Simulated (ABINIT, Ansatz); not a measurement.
Records of electronic-structure calculations.

```json
{"subject": "A GW chain in ABINIT: KCaF3 (Pm-3m)", "lattice_ang": [[4.4817, 0.0, 0.0], [0.0, 4.4817, 0.0], [0.0, 0.0, 4.4817]], "atoms": [["K", 0.5, 0.5, 0.5], ["Ca", 0.0, 0.0, 0.0], ["F", 0.0, 0.5, 0.0], ["F", 0.0, 0.0, 0.5], ["F", 0.5, 0.0, 0.0]], "method": "RPA screening on PBEsol, plane waves, norm-conserving pseudopotentials (and 2 further levels or steps)", "program": "ABINIT 10.8.3", "settings": "cutoff 36 Ha, PseudoDojo scalar-relativistic 0.4.1 standard, norm-conserving, ngkpt (2, 2, 2), nband 166, ecuteps 6.5 Ha, inclvkb 2, shiftk (0, 0, 0), symchi 1, awtr 1, frequency ppm, 2×2×2 k-mesh", "cost": "5 runs, 3.1 min in all on 4 MPI ranks of Arm Neoverse V2, shared host", "notes": "The cell and positions are those that the Materials Project relaxed with its own functionals (PBE, PBE+U or r2SCAN), kept fixed. The 2×2×2 mesh is coarse for this cell, which bears on the long-range parts of exchange and screening.", "results": {"pbesol_gap": "6.06 eV, indirect", "g0w0_gap_on_the_mesh": "9.44 eV", "gw_settings": "2×2×2 mesh, 166 bands, screening to 176.9 eV, Godby-Needs plasmon pole", "known_limits": "short of the basis limit; coarse k mesh"}}
```

[Long decimals in the printed logs are rounded to 6 places.]

[Logs are printed without paths, hosts, clocks, repeated set-up lines and the standing remarks that a program may print on its own settings, such as how far it seeks lower states.]

[Paths, hosts, dates, memory and timing lines, banners, echoed tables and standing remarks are left out of the program output; an Ansatz launch command may be rebuilt from the run's recorded settings. Measured values are a selection of at most five: reports struck by readers or far from the other reports are left out. None is set beside runs whose start may be inverted or whose files or cutoffs have a known fault.]

[Runs of the session that timed out or met a known fault of the program may be left out.]

[Hosts, paths, dates, database ids (printed as entryN), source tags and the programs' standing remarks are cut or masked in the printed files.]

[G0W0 gaps are taken among the corrected bands and points alone; a level outside them can change the order at an edge.]

[Where Ansatz stands beside ABINIT at settings called matched, ABINIT's density can come from a denser mesh and the files from another edition; pairs whose starting gaps differed by over 0.03 eV were left out, so agreement reads better than it is.]
